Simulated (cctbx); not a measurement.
## Resonant diffraction in NaCoBrF2

Space group Cmcm (no. 63), a = 3.4110 Å, b = 11.0590 Å, c = 8.4860 Å, α = 90.00°, β = 90.00°, γ = 90.00°.

| atom | mult. | x | y | z | Ueq (Å²) |
| --- | --- | --- | --- | --- | --- |
| Br1 | 4 | 0 | 0.0796 | 3/4 | 0.0064 |
| Co1 | 4 | 0 | 0 | 0 | 0.0095 |
| Na1 | 4 | 1/2 | 0.2543 | 3/4 | 0.0090 |
| F1 | 8 | 0 | 0.3704 | 0.9437 | 0.0084 |

The model is made up (kin elements in a known structure type, no relaxation), so it says nothing on whether the phase exists.

Calculated with cctbx: free-atom f′ and f″ from the Sasaki tables, no fine structure; amplitudes in electrons.

| E (eV) | F 1 3 1 | F 0 4 1 | F 1 1 2 | F 0 2 1 |
| --- | --- | --- | --- | --- |
| 7109 | 148.6 | 104.8 | 49.7 | 80.9 |
| 7459 | 148.3 | 104.5 | 52.5 | 80.7 |
| 7589 | 148.1 | 104.4 | 55.3 | 80.6 |
| 7649 | 148.1 | 104.3 | 57.9 | 80.6 |
| 7679 | 148.0 | 104.3 | 60.7 | 80.5 |
| 7694 | 148.0 | 104.3 | 63.6 | 80.5 |
| 7701 | 148.0 | 104.3 | 66.1 | 80.5 |
| 7705 | 148.0 | 104.3 | 68.9 | 80.5 |
| 7713 | 148.0 | 104.3 | 70.4 | 80.5 |
| 7717 | 148.0 | 104.3 | 67.2 | 80.5 |
| 7724 | 148.0 | 104.3 | 64.4 | 80.5 |
| 7739 | 148.0 | 104.3 | 61.3 | 80.5 |
| 7769 | 148.0 | 104.2 | 58.2 | 80.5 |
| 7859 | 147.9 | 104.2 | 54.0 | 80.4 |
| 8109 | 147.6 | 104.0 | 49.5 | 80.2 |

**Question.** Which edge is crossed, and why do the reflections move as they do?

The K edge of Co. The edge is at 7709 eV. f′ of Co falls from -3.9 e at 7589 eV to -7.4 e at 4 eV below it, and f″ steps from 0.47 to 3.93 e across it. Over that approach |F| changes by -0 % (1 3 1), -0 % (0 4 1), +25 % (1 1 2) and -0 % (0 2 1): a reflection falls where Co scatters in phase with the total and rises where it scatters against it; it hardly moves where the Co term is small or cancels by symmetry. Above the edge the larger f″ enters the imaginary part, where it can add to or cancel the other atoms' f″. The structure is centrosymmetric, so Friedel mates stay equal.
